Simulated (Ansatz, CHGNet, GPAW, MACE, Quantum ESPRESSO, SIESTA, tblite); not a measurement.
## Twisted graphene monolayer on bilayer, 87.80° (78 atoms) in SIESTA

How do the settings of SIESTA change the result for twisted graphene monolayer on bilayer, 87.80° (78 atoms)? A plane-wave run serves as the yardstick.

Method: the method is named at each step, in SIESTA 5.4.2.

### 1. The starting structure

The cell holds 78 atoms: 78 C. Its edges and angles: a = 8.870 Å, b = 8.870 Å, c = 20.690 Å, α = 90.0°, β = 90.0°, γ = 120.0°. It derives from C (graphene). Graphene (a = 2.46 Å) under graphene (a = 2.46 Å), monolayer on bilayer, commensurate cell of 13 unit cells a layer, twist 87.80 deg; facing planes 3.32, 3.37 Å apart as built; 14 Å of vacuum; minimised with a classical potential. Then every atom was moved at random, 0.03 Å r.m.s. a Cartesian component. Regions: layer 1, 26 atoms (26 C); layer 2, 26 atoms (26 C); layer 3, 26 atoms (26 C). Vacuum lies along c.

The yardstick, on the same geometry:

| Quantity | Value |
| --- | --- |
| method | Kohn-Sham DFT, PBE, PAW, plane waves (Ansatz 0.2.0); cutoff 420 eV, Γ point, fermi-dirac smearing of 0.05 eV; PAW set soft_2 |
| r.m.s. force component | 1.583 eV/Å |
| longest force | 4.863 eV/Å |
| SCF cycles | 9 |
| time | 19 s on 4 threads of Arm Neoverse V1, shared host |
| CPU time | 62 s |

### 2. PBE, DZP, shift 0.01 Ry, mesh 300 Ry

Method: Kohn-Sham DFT, PBE, PseudoDojo 0.4.1 norm-conserving pseudopotentials (converted to PSML), numerical atomic orbitals (DZP), diagonalisation.

The .psml files are PseudoDojo norm-conserving potentials that we converted to this format, checked against plane waves on the same files for H, C, O, Si, Ge and Ca alone.

File input.fdf:

```
SystemLabel cell
NumberOfAtoms 78
NumberOfSpecies 1
%block ChemicalSpeciesLabel
  1 6 C
%endblock ChemicalSpeciesLabel
LatticeConstant 1.0 Ang
%block LatticeVectors
  8.86970 0.00000 0.00000
  -4.43485 7.68139 0.00000
  0.00000 0.00000 20.69000
%endblock LatticeVectors
PAO.BasisSize DZP
PAO.EnergyShift 0.01 Ry
XC.Functional GGA
XC.Authors PBE
MeshCutoff 300 Ry
%block kgrid_Monkhorst_Pack
  1 0 0 0.0
  0 1 0 0.0
  0 0 1 0.0
%endblock kgrid_Monkhorst_Pack
SolutionMethod diagon
OccupationFunction FD
ElectronicTemperature 580 K
SCF.Mixer.Method Pulay
SCF.Mixer.Weight 0.05
SCF.Mixer.History 8
SCF.Mix Hamiltonian
MaxSCFIterations 300
SCF.DM.Tolerance 1e-04
SCF.H.Tolerance 1.0e-3 eV
WriteForces T
Write.HirshfeldPop T
Write.VoronoiPop T
Write.DM F
Write.H F
XML.Write F
AtomicCoordinatesFormat Fractional
%block AtomicCoordinatesAndAtomicSpecies
  0.12194 0.17526 0.33574 1
  0.17271 0.04549 0.33617 1
  0.20261 0.48551 0.33599 1
  0.25636 0.36198 0.33468 1
  0.28393 0.79126 0.33568 1
  0.33810 0.67006 0.33699 1
  0.35770 0.10448 0.33648 1
  0.40646 0.97108 0.33582 1
  0.43213 0.41120 0.33689 1
  0.48856 0.28340 0.33621 1
  0.51137 0.71380 0.33608 1
  0.56664 0.58665 0.33685 1
  0.59143 0.02705 0.33525 1
  0.64788 0.90204 0.33531 1
  0.66418 0.32885 0.33681 1
  0.71933 0.20611 0.33626 1
  0.74001 0.63702 0.33559 1
  0.79739 0.51365 0.33389 1
  0.82131 0.95163 0.33610 1
  0.87112 0.82587 0.33547 1
  0.89971 0.25849 0.33759 1
  0.94390 0.12731 0.33595 1
  0.97564 0.56235 0.33690 1
  0.03086 0.44541 0.33796 1
  0.05330 0.86930 0.33591 1
  0.10005 0.74424 0.33633 1
  0.25498 0.35897 0.50094 1
  0.30485 0.22919 0.50100 1
  0.33021 0.66145 0.49757 1
  0.38156 0.53608 0.49945 1
  0.41018 0.97407 0.49952 1
  0.45938 0.85072 0.50074 1
  0.49065 0.27970 0.50000 1
  0.53843 0.15181 0.49841 1
  0.56182 0.58529 0.49999 1
  0.61879 0.46752 0.49647 1
  0.63697 0.89470 0.49922 1
  0.69341 0.76869 0.50028 1
  0.71669 0.21012 0.50029 1
  0.76950 0.07834 0.49532 1
  0.79107 0.51077 0.50072 1
  0.84693 0.38260 0.49721 1
  0.87417 0.82060 0.50104 1
  0.92553 0.69387 0.49901 1
  0.94634 0.12378 0.50008 1
  0.00677 0.00048 0.50049 1
  0.02368 0.43008 0.49850 1
  0.07771 0.30974 0.49989 1
  0.10075 0.74171 0.50117 1
  0.15061 0.60348 0.49776 1
  0.18104 0.04952 0.50285 1
  0.22678 0.91994 0.49907 1
  0.25584 0.90237 0.66201 1
  0.20729 0.71918 0.66346 1
  0.33110 0.66756 0.66192 1
  0.28294 0.48786 0.66331 1
[... 18 atom lines left out ...]
  0.02239 0.58505 0.66550 1
  0.98072 0.41366 0.66338 1
  0.10246 0.36150 0.66247 1
  0.05061 0.17531 0.66314 1
%endblock AtomicCoordinatesAndAtomicSpecies
```

The run is started by

```console
OMP_NUM_THREADS=1 mpirun -np 2 siesta < input.fdf > output.txt
```

The program printed:

```text
Version         : 5.4.2
reinit: System Name:
reinit: System Label: cell
initatom: Reading input for the pseudopotentials and atomic orbitals ----------
Species number:   1 Atomic number:    6 Label: C
Ground state valence configuration (from tables):   2s02  2p02  3d00  4f00
---- Processing specs for species: C
GGA--PBE XC_GGA_X_PBE--XC_GGA_C_PBE pb
C pseudopotential only contains V_ls up to l=1 -- lmxkb reset.
Using PAO.SplitTailNorm
%block ChemicalSpeciesLabel
    1    6 C                       # Species index, atomic number, species label
%endblock ChemicalSpeciesLabel
%block PAO.Basis                 # Define Basis set
C                     2                    # Species label, number of l-shells
 n=2   0   2                         # n, l, Nzeta
   4.484      3.048
   1.000      1.000
 n=2   1   2 P   1                   # n, l, Nzeta, Polarization, NzetaPol
   5.436      3.692
   1.000      1.000
%endblock PAO.Basis
coor:   Atomic-coordinates input format  =     Fractional
siesta: System type = slab
initatomlists: Number of atoms, orbitals, and projectors:     78  1014   624
siesta: ******************** Simulation parameters ****************************
Total number of electrons:   312.000000
Total ionic charge:   312.000000
 Kpoints in:            1 . Kpoints trimmed:            1
siesta: k-grid: Number of k-points = 1
siesta: k-points from Monkhorst-Pack grid
siesta: k-cutoff (effective) =     4.435 Ang
siesta: k-point supercell and displacements
siesta: k-grid:     1     0     0      0.000
siesta: k-grid:     0     1     0      0.000
siesta: k-grid:     0     0     1      0.000
                     ====================================
                        Single-point calculation
                     ====================================
outcell: Unit cell vectors (Ang):
        8.869700    0.000000    0.000000
       -4.434850    7.681390    0.000000
        0.000000    0.000000   20.690000
outcell: Cell vector modules (Ang)   :    8.869700    8.869704   20.690000
outcell: Cell angles (23,13,12) (deg):     90.0000     90.0000    120.0000
outcell: Cell volume (Ang**3)        :   1409.6433
Gamma-point calculation with multiply-connected orbital pairs
Gamma-point calculation with multiply-connected orbital pairs
Folding of H and S implicitly performed
Folding of H and S implicitly performed
new_DM -- step:     1
Initializing Density Matrix...
Attempting to read DM from file... Failed...
DM filled with atomic data:
InitMesh: MESH = 90 x 90 x 216 = 1749600
InitMesh: Mesh cutoff (required, used) =   300.000   301.223 Ry
stepf: Fermi-Dirac step function
        iscf     Eharris(eV)        E_KS(eV)     FreeEng(eV)     dDmax    Ef(eV) dHmax(eV)
   scf:    1   -12690.623508   -12750.756008   -12750.756008  1.866114 -5.861081  4.115080
   scf:    2   -12752.218925   -12751.493591   -12751.493591  0.006843 -5.731315  3.708023
   scf:    3   -12758.303539   -12755.709185   -12755.709185  0.090322 -4.209411  1.063672
   scf:    4   -12756.130052   -12755.993488   -12755.993488  0.007332 -4.223404  0.323947
   scf:    5   -12756.061959   -12756.029554   -12756.029554  0.004986 -4.144233  0.195830
   scf:    6   -12756.066006   -12756.052944   -12756.052944  0.003227 -4.131759  0.037735
   scf:    7   -12756.057162   -12756.055459   -12756.055459  0.002077 -4.116386  0.049573
   scf:    8   -12756.055485   -12756.055478   -12756.055478  0.000320 -4.122094  0.039905
   scf:    9   -12756.055421   -12756.055514   -12756.055514  0.000948 -4.129939  0.036200
   scf:   10   -12756.055832   -12756.055732   -12756.055732  0.001182 -4.153685  0.006867
   scf:   11   -12756.055776   -12756.055757   -12756.055757  0.000215 -4.150466  0.002396
   scf:   12   -12756.055762   -12756.055760   -12756.055760  0.000021 -4.151167  0.000963
SCF Convergence by DM+H criterion
max |DM_out - DM_in|         :     0.0000210683
max |H_out - H_in|      (eV) :     0.0009631542
SCF cycle converged after 12 iterations
Using DM_out to compute the final energy and forces
siesta: E_KS(eV) =           -12756.0558
siesta: E_KS - E_eggbox =    -12756.0558
siesta: Atomic forces (eV/Ang):
     1    1.065199    1.487289   -0.129767
     2    1.552060    2.987596   -0.005145
     3    1.464686    2.839166    0.186829
     4   -0.955287   -3.005539    0.340784
     5   -2.826927    1.707431    0.211128
     6   -0.451164   -3.137472   -0.277887
     7   -0.067359   -1.468407   -0.108347
     8    1.128134    1.591226   -0.061936
     9    2.454867   -0.640819   -0.262575
    10   -1.813985   -0.712954    0.178516
    11    2.295034    2.918569    0.052602
    12   -3.273531    0.154357   -0.071756
[...]
74   -1.206821    4.775710   -0.901476
    75    0.554888    3.446683   -0.738851
    76   -2.586736   -2.565487   -0.421272
    77    3.453079   -1.824484    0.292239
    78   -1.922373    1.604872   -0.327508
----------------------------------------
   Tot   -0.000186    0.007771    0.003321
----------------------------------------
   Max    5.292074
   Res    1.737479    sqrt( Sum f_i^2 / 3N )
----------------------------------------
   Max    5.292074    constrained
Stress tensor Voigt[x,y,z,yz,xz,xy] (kbar):     -109.99      -88.92       -1.80       -0.54       -0.64        7.42
(Free)E + p*V (eV/cell)   -12697.1924
Target enthalpy (eV/cell)   -12756.0558
siesta: Program's energy decomposition (eV):
siesta: Ebs     =     -4192.803494
siesta: Eions   =     22008.614009
siesta: Ena     =      5787.404692
siesta: Ekin    =      8773.655568
siesta: Enl     =      -447.064483
siesta: DEna    =      -326.461952
siesta: DUscf   =        23.064768
siesta: Ex      =     -4159.428296
siesta: Ec      =      -398.612048
siesta: Exc     =     -4558.040344
siesta: Eharris =    -12756.055762
siesta: Etot    =    -12756.055760
siesta: FreeEng =    -12756.055760
siesta: Final energy (eV):
siesta:  Band Struct. =   -4192.803494
siesta:       Kinetic =    8773.655568
siesta:       Hartree =   66055.367956
siesta:         Exch. =   -4159.428296
siesta:         Corr. =    -398.612048
siesta:   Exch.-corr. =   -4558.040344
siesta:  Ion-electron = -140087.569253
siesta:       Ion-ion =   57060.530312
siesta:         Total =  -12756.055760
siesta:         Fermi =      -4.151167
siesta: Stress tensor (static) (eV/Ang**3):
siesta:    -0.068653    0.004632   -0.000400
siesta:     0.004632   -0.055499   -0.000338
siesta:    -0.000400   -0.000338   -0.001121
siesta: Cell volume =       1409.643319 Ang**3
siesta: Pressure (static):
siesta:                Solid            Molecule  Units
siesta:           0.00045480          0.00056359  Ry/Bohr**3
siesta:           0.04175765          0.05174645  eV/Ang**3
siesta:          66.90312706         82.90695417  kBar
    Orbital volume contribution        =          29.616778 eV
    (Free)E + p_basis*V_orbitals       =      -12726.438983 eV
    (Free)Eharris+ p_basis*V_orbitals  =      -12726.438984 eV
siesta: Electric dipole (a.u.)  =    0.000000    0.000000    0.005829
siesta: Electric dipole (Debye) =    0.000000    0.000000    0.014816
Hirshfeld Atomic Populations:
Atom #   charge [q] valence [e]  Species
     1     0.003676    3.996324  C
     2    -0.001604    4.001604  C
     3     0.001557    3.998443  C
     4    -0.001449    4.001449  C
     5    -0.000844    4.000844  C
     6    -0.002434    4.002434  C
     7     0.000956    3.999044  C
     8     0.000122    3.999878  C
     9     0.001378    3.998622  C
    10    -0.000238    4.000238  C
    11     0.001181    3.998819  C
    12    -0.002660    4.002660  C
[...]
--------------------
 Total    -0.000028
Voronoi Atomic Populations:
Atom #   charge [q] valence [e]  Species
[...]
74    -0.008115    4.008115  C
    75    -0.000461    4.000461  C
    76    -0.010379    4.010379  C
    77     0.000605    3.999395  C
    78     0.005412    3.994588  C
--------------------
 Total    -0.000028
```

The job ended after 82 s (2 MPI ranks of Arm Neoverse V1, shared host; peak memory 1.1 GiB).

Banners, paths, timers and routine set-up lines are dropped from the logs unmarked, and long logs keep their key lines alone; longer cuts are marked.

Against the reference:

- r.m.s. force component: 1.737 eV/Å
- r.m.s. difference of force components: 180.5 meV/Å
- longest difference of force vectors: 589.8 meV/Å
- force difference over r.m.s. force: 11.4 %
- slope of forces against the reference's: 1.095
- correlation of force components: 0.9984

Local excerpt of 10 atoms (numbers count through the whole input) about C53, which bears the longest force; x, y, z are measured from there.

```
atom      x      y      z  distance (Å)  bonds  Hirshfeld charge (e)     Fx     Fy  Fz (eV/Å)
 C53   0.00   0.00   0.00          0.00      3                  0.00   3.68  -4.02       0.10
 C60  -1.28   0.36  -0.02          1.33      3                 -0.01  -4.89  -0.28       0.25
 C68   1.00   0.93   0.02          1.37      3                  0.00   3.47   2.09      -0.10
 C54   0.38  -1.41   0.03          1.46      3                  0.00  -2.61  -0.16       0.02
 C59  -1.69   1.69   0.01          2.39      3                  0.00   0.40   2.83      -0.02
 C71  -2.32  -0.60  -0.01          2.40      3                  0.00  -1.79  -1.84      -0.09
 C67   0.69   2.31   0.04          2.41      3                  0.00  -0.34   1.67       0.05
 C55   1.71  -1.80   0.00          2.48      3                  0.00   2.34   1.03       0.82
 C57   2.43   0.60   0.01          2.51      3                  0.00  -3.09  -3.24       0.80
 C75  -0.66  -2.44   0.07          2.53      3                  0.00   0.55   3.45      -0.74
```

Forces lie 11 % from the reference's, at 2.6 times its CPU time (on 2 against 4 cores).

### 3. PBE, SZ, shift 0.01 Ry, mesh 300 Ry

Method: Kohn-Sham DFT, PBE, PseudoDojo 0.4.1 norm-conserving pseudopotentials (converted to PSML), numerical atomic orbitals (SZ), diagonalisation.

Edit input.fdf of step 2 so:

```diff
@@ -12,3 +12,3 @@
 %endblock LatticeVectors
-PAO.BasisSize DZP
+PAO.BasisSize SZ
 PAO.EnergyShift 0.01 Ry
```

The run is started by

```console
OMP_NUM_THREADS=1 siesta < input.fdf > output.txt
```

The program printed:

```text
Version         : 5.4.2
reinit: System Name:
reinit: System Label: cell
initatom: Reading input for the pseudopotentials and atomic orbitals ----------
Species number:   1 Atomic number:    6 Label: C
Ground state valence configuration (from tables):   2s02  2p02  3d00  4f00
---- Processing specs for species: C
GGA--PBE XC_GGA_X_PBE--XC_GGA_C_PBE pb
C pseudopotential only contains V_ls up to l=1 -- lmxkb reset.
Using PAO.SplitTailNorm
%block ChemicalSpeciesLabel
    1    6 C                       # Species index, atomic number, species label
[... lines left out ...]
stepf: Fermi-Dirac step function
        iscf     Eharris(eV)        E_KS(eV)     FreeEng(eV)     dDmax    Ef(eV) dHmax(eV)
[... lines left out ...]
SCF Convergence by DM+H criterion
[... lines left out ...]
SCF cycle converged after 10 iterations
[... lines left out ...]
   Max    6.292897
[... lines left out ...]
   Max    6.292897    constrained
Stress tensor Voigt[x,y,z,yz,xz,xy] (kbar):     -284.29     -247.99       11.62       -0.48       -0.86       12.35
[... lines left out ...]
siesta: FreeEng =    -12642.753562
[... lines left out ...]
siesta:         Corr. =    -402.010997
siesta:   Exch.-corr. =   -4406.259352
siesta:  Ion-electron = -138501.030662
siesta:       Ion-ion =   57060.530312
siesta:         Total =  -12642.753562
siesta:         Fermi =      -6.143258
siesta: Stress tensor (static) (eV/Ang**3):
siesta:    -0.177442    0.007711   -0.000535
siesta:     0.007711   -0.154785   -0.000301
siesta:    -0.000535   -0.000301    0.007255
siesta: Cell volume =       1409.643319 Ang**3
siesta: Pressure (static):
siesta:                Solid            Molecule  Units
siesta:           0.00117980          0.00133749  Ry/Bohr**3
siesta:           0.10832414          0.12280258  eV/Ang**3
siesta:         173.55441136        196.75142803  kBar
    Orbital volume contribution        =          15.157072 eV
    (Free)E + p_basis*V_orbitals       =      -12627.596489 eV
    (Free)Eharris+ p_basis*V_orbitals  =      -12627.596490 eV
siesta: Electric dipole (a.u.)  =    0.000000    0.000000    0.002618
siesta: Electric dipole (Debye) =    0.000000    0.000000    0.006655
Hirshfeld Atomic Populations:
Atom #   charge [q] valence [e]  Species
     1     0.004354    3.995646  C
     2    -0.001268    4.001268  C
     3     0.001197    3.998803  C
[...]
--------------------
 Total    -0.000014
Voronoi Atomic Populations:
Atom #   charge [q] valence [e]  Species
[...]
77     0.000330    3.999670  C
    78     0.005329    3.994671  C
--------------------
 Total    -0.000014
```

It took 38 s on 1 thread; peak memory 0.51 GiB.

Numbers from this run, and their distance from the reference:

* r.m.s. force component: 2.09 eV/Å
* r.m.s. difference of force components: 590.8 meV/Å
* longest difference of force vectors: 1824 meV/Å
* force difference over r.m.s. force: 37.31 %
* slope of forces against the reference's: 1.302
* correlation of force components: 0.9861

This is a coarse setting, run to see what it loses.

Against the first run (11 %), the force difference from the reference is 37 %, at 0.23 times the CPU time (on 1 against 2 cores), with 312 basis functions against 1014: the smaller basis costs accuracy.

[end of part 1 of 2]

[Also dropped from logs without a mark: logging warnings of Python, and SIESTA's first energy breakdown and zero terms.]

[Logs are printed without paths, hosts, clocks, repeated set-up lines and the standing remarks that a program may print on its own settings, such as how far it seeks lower states.]

[Hosts, paths, dates, database ids (printed as entryN), source tags and the programs' standing remarks are cut or masked in the printed files.]
